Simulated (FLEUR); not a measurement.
# GdBRh3: which magnetic order is lowest, part 2 of 2

Aim: find out whether GdBRh3 carries moments, and which collinear order costs least.

FLEUR MaX-R8.1; LDA (VWN) with U = 3.6 eV on Gd f; all-electron FLAPW, Dirac cores, scalar-relativistic bands.

So far. Step 2 (Order 1, typed as ferro +): After 23 cycles the largest moment stands at 7.04 μB.

### Step 3. Run 2 (antiferro q=(1/2,1/2,1/2) +-)

An opposed order shows whether neighbours prefer unlike signs.

The cell is doubled to 10 atoms to hold this order. The mesh is halved along the doubled vector, so that both cells sample the same points. The k list default-1 (kpts.xml, not shown) is a Γ-centred 4×8×8 mesh.

The input, inp.xml:

```
<?xml version="1.0" encoding="UTF-8" standalone="no"?>
<fleurInput fleurInputVersion="0.39">
   <comment>
      GdBRh3
   </comment>
   <calculationSetup>
      <cutoffs Kmax="4.32" Gmax="13.0" GmaxXC="13.0" numbands="0"/>
      <scfLoop itmax="130" minDistance="0.0001" maxIterBroyd="15" imix="Anderson" alpha="0.05" precondParam="0.0" spinf="2.0" sdNocoIR="T"/>
      <coreElectrons ctail="T" frcor="F" kcrel="0" coretail_lmax="0"/>
      <xcFunctional name="vwn" relativisticCorrections="F"/>
      <magnetism jspins="2"/>
      <soc l_soc="F" theta="0.0" phi="0.0" spav="F"/>
      <expertModes spex="0" secvar="F"/>
      <geometryOptimization l_f="F" forcealpha="1.0" forcemix="BFGS" epsdisp="0.00001" epsforce="0.00001"/>
      <ldaU l_linMix="F" mixParam="0.05" spinf="1.0"/>
   </calculationSetup>
   <cell>
      <bzIntegration valenceElectrons="132.0" mode="hist" fermiSmearingEnergy="0.00293995">
         <kPointListSelection listName="default-1"/>
         <xi:include xmlns:xi="http://www.w3.org/2001/XInclude" href="kpts.xml"> </xi:include>
      </bzIntegration>
      <xi:include xmlns:xi="http://www.w3.org/2001/XInclude" href="sym.xml"> </xi:include>
      <bulkLattice scale="1.0">
         <bravaisMatrix>
            <row-1>   15.8094487584035992     0.0000000000000000     0.0000000000000000</row-1>
            <row-2>    7.9047243792017996     7.9047243792017996     0.0000000000000000</row-2>
            <row-3>    7.9047243792017996     0.0000000000000000     7.9047243792017996</row-3>
         </bravaisMatrix>
      </bulkLattice>
   </cell>
   <atomSpecies>
      <species name="Gadolinium7.001" element="Gd" atomicNumber="64">
         <mtSphere radius="2.8" gridPoints="925" logIncrement="0.014"/>
         <atomicCutoffs lmax="10" lnonsphr="8"/>
         <electronConfig flipSpins="F">
            <coreConfig>(1s1/2) (2s1/2) (2p1/2) (2p3/2) (3s1/2) (3p1/2) (3p3/2) (4s1/2) (3d3/2) (3d5/2) (4p1/2) (4p3/2) (4d3/2) (4d5/2)</coreConfig>
            <valenceConfig>(5s1/2) (5p1/2) (5p3/2) (6s1/2) (4f5/2) (4f7/2) (5d3/2) (5d5/2)</valenceConfig>
            <stateOccupation state="(4f5/2)" spinUp="2.5005" spinDown="0.4995"/>
            <stateOccupation state="(4f7/2)" spinUp="4.0" spinDown="0.0"/>
            <stateOccupation state="(5d3/2)" spinUp="0.4" spinDown="0.0"/>
            <stateOccupation state="(5d5/2)" spinUp="0.6" spinDown="0.0"/>
         </electronConfig>
         <energyParameters s="6" p="6" d="5" f="4"/>
         <ldaU l="3" U="3.6" J="0.0" l_amf="F"/>
         <lo type="SCLO" l="0" n="5" eDeriv="0"/>
         <lo type="SCLO" l="1" n="5" eDeriv="0"/>
      </species>
      <species name="Gadolinium-7.001" element="Gd" atomicNumber="64">
         <mtSphere radius="2.8" gridPoints="925" logIncrement="0.014"/>
         <atomicCutoffs lmax="10" lnonsphr="8"/>
         <electronConfig flipSpins="F">
            <coreConfig>(1s1/2) (2s1/2) (2p1/2) (2p3/2) (3s1/2) (3p1/2) (3p3/2) (4s1/2) (3d3/2) (3d5/2) (4p1/2) (4p3/2) (4d3/2) (4d5/2)</coreConfig>
            <valenceConfig>(5s1/2) (5p1/2) (5p3/2) (6s1/2) (4f5/2) (4f7/2) (5d3/2) (5d5/2)</valenceConfig>
            <stateOccupation state="(4f5/2)" spinUp="0.4995" spinDown="2.5005"/>
            <stateOccupation state="(4f7/2)" spinUp="0.0" spinDown="4.0"/>
            <stateOccupation state="(5d3/2)" spinUp="0.0" spinDown="0.4"/>
            <stateOccupation state="(5d5/2)" spinUp="0.0" spinDown="0.6"/>
         </electronConfig>
         <energyParameters s="6" p="6" d="5" f="4"/>
         <ldaU l="3" U="3.6" J="0.0" l_amf="F"/>
         <lo type="SCLO" l="0" n="5" eDeriv="0"/>
         <lo type="SCLO" l="1" n="5" eDeriv="0"/>
      </species>
      <species name="Boron (B)" element="B" atomicNumber="5">
         <mtSphere radius="1.39" gridPoints="461" logIncrement="0.022"/>
         <atomicCutoffs lmax="6" lnonsphr="4"/>
         <electronConfig flipSpins="F">
            <coreConfig>(1s1/2)</coreConfig>
            <valenceConfig>(2s1/2) (2p1/2) (2p3/2)</valenceConfig>
            <stateOccupation state="(2p1/2)" spinUp="0.166667" spinDown="0.166667"/>
            <stateOccupation state="(2p3/2)" spinUp="0.333333" spinDown="0.333333"/>
         </electronConfig>
         <energyParameters s="2" p="2" d="3" f="4"/>
      </species>
      <species name="Rhodium (Rh)" element="Rh" atomicNumber="45">
         <mtSphere radius="2.46" gridPoints="813" logIncrement="0.016"/>
         <atomicCutoffs lmax="10" lnonsphr="8"/>
         <electronConfig flipSpins="F">
            <coreConfig>(1s1/2) (2s1/2) (2p1/2) (2p3/2) (3s1/2) (3p1/2) (3p3/2) (4s1/2) (3d3/2) (3d5/2)</coreConfig>
            <valenceConfig>(4p1/2) (4p3/2) (5s1/2) (4d3/2) (4d5/2)</valenceConfig>
            <stateOccupation state="(5s1/2)" spinUp="0.500000" spinDown="0.500000"/>
            <stateOccupation state="(4d3/2)" spinUp="1.600000" spinDown="1.600000"/>
            <stateOccupation state="(4d5/2)" spinUp="2.400000" spinDown="2.400000"/>
         </electronConfig>
         <energyParameters s="5" p="5" d="4" f="4"/>
         <lo type="SCLO" l="1" n="4" eDeriv="0"/>
      </species>
   </atomSpecies>
   <atomGroups>
      <atomGroup species="Gadolinium7.001">
         <relPos label="                   1">.0000000000 .0000000000 .0000000000</relPos>
         <force calculate="T" relaxXYZ="TTT"/>
      </atomGroup>
      <atomGroup species="Gadolinium-7.001">
         <relPos label="                   2">1.000/2.000 .0000000000 .0000000000</relPos>
         <force calculate="T" relaxXYZ="TTT"/>
      </atomGroup>
      <atomGroup species="Boron (B)">
         <relPos label="                   3">-1.000/4.000 1.000/2.000 1.000/2.000</relPos>
         <relPos label="                   4">1.000/4.000 1.000/2.000 1.000/2.000</relPos>
         <force calculate="T" relaxXYZ="TTT"/>
      </atomGroup>
      <atomGroup species="Rhodium (Rh)">
         <relPos label="                   5">1.000/2.000 1.000/2.000 1.000/2.000</relPos>
         <relPos label="                   6">.0000000000 1.000/2.000 1.000/2.000</relPos>
         <force calculate="T" relaxXYZ="TTT"/>
      </atomGroup>
      <atomGroup species="Rhodium (Rh)">
         <relPos label="                   7">.0000000000 .0000000000 1.000/2.000</relPos>
         <relPos label="                   8">1.000/2.000 .0000000000 1.000/2.000</relPos>
         <relPos label="                   9">.0000000000 1.000/2.000 .0000000000</relPos>
         <relPos label="                  10">1.000/2.000 1.000/2.000 .0000000000</relPos>
         <force calculate="T" relaxXYZ="TTT"/>
      </atomGroup>
   </atomGroups>
   <output dos="F" band="F" slice="F">
      <bandDOS minEnergy="-.5*Htr" maxEnergy="0.5*Htr" sigma="0.015" storeEVData="T"/>
      <plotting iplot="0" polar="F">
         <plot TwoD="T" vec1="  1.0  0.0  0.0" vec2="  0.0  1.0  0.0" vec3="  0.0  0.0  1.0" zero="  0.0  0.0  0.0" file="plot"/>
      </plotting>
      <moessbauerParams electricFieldGradient="F" isomerShift="F" coreHyperfine="F" valenceHyperfine="F"/>
   </output>
</fleurInput>
```

The input, crystal.txt:

```
GdBRh3
&input film=F cartesian=F /
8.36600000000  0.00000000000  0.00000000000
4.18300000000  4.18300000000  0.00000000000
4.18300000000  0.00000000000  4.18300000000
1.8897261246
1.0 1.0 1.0

10
64 0.00000000000  0.00000000000  0.00000000000 : 7.001
64 0.50000000000  0.00000000000  0.00000000000 : -7.001
5 0.75000000000  0.50000000000  0.50000000000
5 0.25000000000  0.50000000000  0.50000000000
45 0.50000000000  0.50000000000  0.50000000000
45 0.00000000000  0.50000000000  0.50000000000
45 0.00000000000  0.00000000000  0.50000000000
45 0.50000000000  0.00000000000  0.50000000000
45 0.00000000000  0.50000000000  0.00000000000
45 0.50000000000  0.50000000000  0.00000000000

&kpt div1=4 div2=8 div3=8 gamma=T /
```

On the command line:

```bash
> OMP_NUM_THREADS=1 inpgen -f crystal.txt > inpgen.log  # inp.xml is then edited as shown
> OMP_NUM_THREADS=1 mpirun -n 4 fleur_MPI > fleur.log
```

What it wrote:

```text
[banner, memory and clock lines left out]
Welcome to FLEUR        (www.flapw.de)
      MaX-Release 8.1          (www.max-centre.eu)

 ========== k-point set info ==========
 Selected k-point list: default-1
 k-point list type: mesh
 0 x 0 x 0
 Number of k points: 40

 ------------Calculation Setup---------------------------
 Number of PE/node        :            4
 Number of OMP-threads    :            1
 k-points in parallel     :            4
 pe's per k-point         :            1
 No of k-point loops      :           10
 Eigenvalue solver        :       lapack
 Number of basis functions:         1425
 Approximate size of matrices (H+S) per k-point:         0.030 GB
Nuclear radius smaller than smallest radial mesh point for atom type 3 -- skipping its core isomer shift
 Iteration:     1   Distance:      20.46532324 me/bohr^3
Nuclear radius smaller than smallest radial mesh point for atom type 3 -- skipping its core isomer shift
 Iteration:     2   Distance:      16.83795286 me/bohr^3
Nuclear radius smaller than smallest radial mesh point for atom type 3 -- skipping its core isomer shift
 Iteration:     3   Distance:      12.58004216 me/bohr^3
Nuclear radius smaller than smallest radial mesh point for atom type 3 -- skipping its core isomer shift
 Iteration:     4   Distance:       6.82779409 me/bohr^3
Nuclear radius smaller than smallest radial mesh point for atom type 3 -- skipping its core isomer shift
 Iteration:     5   Distance:       4.26629371 me/bohr^3
Nuclear radius smaller than smallest radial mesh point for atom type 3 -- skipping its core isomer shift
 Iteration:     6   Distance:       1.35679967 me/bohr^3
Nuclear radius smaller than smallest radial mesh point for atom type 3 -- skipping its core isomer shift
 Iteration:     7   Distance:       1.02493067 me/bohr^3
Nuclear radius smaller than smallest radial mesh point for atom type 3 -- skipping its core isomer shift
 Iteration:     8   Distance:       0.57943041 me/bohr^3
Nuclear radius smaller than smallest radial mesh point for atom type 3 -- skipping its core isomer shift
 Iteration:     9   Distance:       0.42405168 me/bohr^3
Nuclear radius smaller than smallest radial mesh point for atom type 3 -- skipping its core isomer shift
 Iteration:    10   Distance:       0.04659627 me/bohr^3
Nuclear radius smaller than smallest radial mesh point for atom type 3 -- skipping its core isomer shift
 Iteration:    11   Distance:       0.03394171 me/bohr^3
Nuclear radius smaller than smallest radial mesh point for atom type 3 -- skipping its core isomer shift
 Iteration:    12   Distance:       0.00731838 me/bohr^3
Nuclear radius smaller than smallest radial mesh point for atom type 3 -- skipping its core isomer shift
 Iteration:    13   Distance:       0.00847151 me/bohr^3
Nuclear radius smaller than smallest radial mesh point for atom type 3 -- skipping its core isomer shift
 Iteration:    14   Distance:       0.00202551 me/bohr^3
Nuclear radius smaller than smallest radial mesh point for atom type 3 -- skipping its core isomer shift
 Iteration:    15   Distance:       0.00032771 me/bohr^3
Nuclear radius smaller than smallest radial mesh point for atom type 3 -- skipping its core isomer shift
 Iteration:    16   Distance:       0.00025304 me/bohr^3
Nuclear radius smaller than smallest radial mesh point for atom type 3 -- skipping its core isomer shift
 Iteration:    17   Distance:       0.00022485 me/bohr^3
Nuclear radius smaller than smallest radial mesh point for atom type 3 -- skipping its core isomer shift
 Iteration:    18   Distance:       0.00011697 me/bohr^3
Nuclear radius smaller than smallest radial mesh point for atom type 3 -- skipping its core isomer shift
 Iteration:    19   Distance:       0.00005127 me/bohr^3

 ********************************************************************
 Run finished successfully
 Stop message:
   all done
 ********************************************************************

--- out.xml (last complete iteration) ---
<iteration numberForCurrentRun="   19" overallNumber="   19">
         [... left out ...]
         <bandgap value="0.0000000000" units="eV"/>
         <sumValenceSingleParticleEnergies value="-27.0612992052" units="Htr"/>
         <FermiEnergy value="0.4463232532" units="Htr"/>
         <valenceDensity>
            <mtCharges spin="1">
               <mtCharge atomType="1" total="11.6528759" s="1.1222016" p="3.0159132" d="0.5120782" f="6.9905598"/>
               <mtCharge atomType="2" total="4.6133282" s="1.1091834" p="2.9867415" d="0.4181829" f="0.0871512"/>
               <mtCharge atomType="3" total="0.5441050" s="0.2034494" p="0.3282157" d="0.0110363" f="0.0012216"/>
               <mtCharge atomType="4" total="6.9261148" s="0.1820685" p="3.1588658" d="3.5610613" f="0.0187885"/>
               <mtCharge atomType="5" total="6.9261150" s="0.1820685" p="3.1588658" d="3.5610615" f="0.0187885"/>
            </mtCharges>
            <mtCharges spin="2">
               <mtCharge atomType="1" total="4.6133282" s="1.1091834" p="2.9867415" d="0.4181829" f="0.0871512"/>
               <mtCharge atomType="2" total="11.6528759" s="1.1222016" p="3.0159132" d="0.5120782" f="6.9905598"/>
               <mtCharge atomType="3" total="0.5441050" s="0.2034494" p="0.3282157" d="0.0110363" f="0.0012216"/>
               <mtCharge atomType="4" total="6.9261148" s="0.1820685" p="3.1588658" d="3.5610613" f="0.0187885"/>
               <mtCharge atomType="5" total="6.9261150" s="0.1820685" p="3.1588658" d="3.5610615" f="0.0187885"/>
            </mtCharges>
            <spinDependentCharge spin="1" total="66.0000000" interstitial="7.0888963" mtSpheres="58.9111037"/>
            <spinDependentCharge spin="2" total="66.0000000" interstitial="7.0888963" mtSpheres="58.9111037"/>
            <totalCharge value="132.0000000000"/>
         </valenceDensity>
         [... left out ...]
         <magneticMomentsInMTSpheres units="muBohr">
            <globalMagMoment atomType="1" vec="0.00000   0.00000   7.03955"/>
            <localMagMoment atomType="1" vec="0.00000   0.00000   7.03955"/>
            <globalMagMoment atomType="2" vec="0.00000   0.00000  -7.03955"/>
            <localMagMoment atomType="2" vec="0.00000   0.00000  -7.03955"/>
            <globalMagMoment atomType="3" vec="0.00000   0.00000   0.00000"/>
            <localMagMoment atomType="3" vec="0.00000   0.00000   0.00000"/>
            <globalMagMoment atomType="4" vec="0.00000   0.00000   0.00000"/>
            <localMagMoment atomType="4" vec="0.00000   0.00000   0.00000"/>
            <globalMagMoment atomType="5" vec="0.00000   0.00000   0.00000"/>
            <localMagMoment atomType="5" vec="0.00000   0.00000   0.00000"/>
         </magneticMomentsInMTSpheres>
         [... left out ...]
         <totalEnergy value="   -51279.9177466156" units="Htr">
            <sumOfEigenvalues value="   -30965.4021641393">
               <coreElectrons value="-30938.3408649341"/>
               <valenceElectrons value="-27.0612992052"/>
            </sumOfEigenvalues>
            <densityCoulombPotentialIntegral value="-83763.9807877388"/>
            <densityEffectivePotentialIntegral value="-85487.6000930653"/>
            <chargeDenXCDenIntegral value="-1299.7458020111"/>
            <FockExchangeEnergyValence value="0.0000000000"/>
            <FockExchangeEnergyCore value="0.0000000000"/>
         [... left out ...]
            <dftUCorrection value="-0.9237380716"/>
            <tkbTimesEntropy value="0.0054148489"/>
            <freeEnergy value="-51279.9231614644"/>
            <extrapolationTo0K value="-51279.9204540400"/>
         </totalEnergy>
         [... left out ...]
         <ldaUDensityMatrixConvergence>
            <distance spin="1" distance="0.000000"/>
            <distance spin="2" distance="0.000000"/>
         </ldaUDensityMatrixConvergence>
         <densityConvergence units="me/bohr^3">
            <chargeDensity spin="1" distance="0.0000298590"/>
            <chargeDensity spin="2" distance="0.0000298590"/>
            <overallChargeDensity distance="0.0000512711"/>
            <spinDensity distance="0.0000306190"/>
         </densityConvergence>
      </iteration>
```

Elapsed: 4.4 min, on 4 MPI ranks of AMD EPYC 9R45, shared host; peak memory 0.87 GiB.

Spin moment in the muffin-tin sphere by atom:

| atom | spin moment in the muffin-tin sphere (μB) |
| --- | --- |
| Gd1 | 7.04 |
| Gd2 | -7.04 |
| B3 | 0.00 |
| B4 | 0.00 |
| Rh5 | 0.00 |
| Rh6 | 0.00 |
| Rh7 | 0.00 |
| Rh8 | 0.00 |
| Rh9 | 0.00 |
| Rh10 | 0.00 |

This step gave:

- free energy: -1395397.7958 eV
- program's band gap on this mesh (in a metal only a level spacing): 0 eV
- magnetization: 0 μB
- final state: antiferromagnetic

It lies 0.164 meV a seeded atom over the first start, and its largest moment is 7.04 μB against 7.04 μB.

### Step 4. The states side by side

Free energies are divided by the number of seeded atoms, so that cells of unlike size compare. Wavevectors q in the names are fractions of the primitive cell's reciprocal vectors.

Orders:

| start | final state | typed order kept | energy over the lowest (meV a seeded atom) | largest sphere moment (μB) | net moment (μB a primitive cell) | mesh matched | CPU time (s) |
| --- | --- | --- | --- | --- | --- | --- | --- |
| ferro + | ferromagnetic, with opposed induced moments | yes | 0 | 7.042 | 6.966 | yes | 200.8 |
| antiferro q=(1/2,1/2,1/2) +- | antiferromagnetic | yes | 0.1641 | 7.04 | 0 | yes | 1056 |

### Step 5. What came out

| Item | Value |
| --- | --- |
| lowest state found | ferromagnetic (typed ferro +) |
| largest site spin moment | 7.04 μB |
| next finished state | antiferromagnetic, 0.164 meV a seeded atom higher |

**Reading.** The lowest state found is ferromagnetic, reached from the start ferro +, with moments up to 7.04 μB. The two lowest states lie so close that the mesh, the functional or spin–orbit coupling could swap them. Only 2 starts were tried; other patterns of signs, canted and longer-period orders were not. The f shell is half filled, so the spin-only picture is fair.

[Logs and program files are shortened in this print: banners, set-up blocks, solver, clock and traceback lines can be left out without a mark of their own.]

[Logs are printed without paths, hosts, clocks, repeated set-up lines and the standing remarks that a program may print on its own settings, such as how far it seeks lower states.]

[Hosts, paths, dates, database ids (printed as entryN), source tags and the programs' standing remarks are cut or masked in the printed files.]

[Where a cell is said to come from a database of computed structures, the database is the Materials Project.]
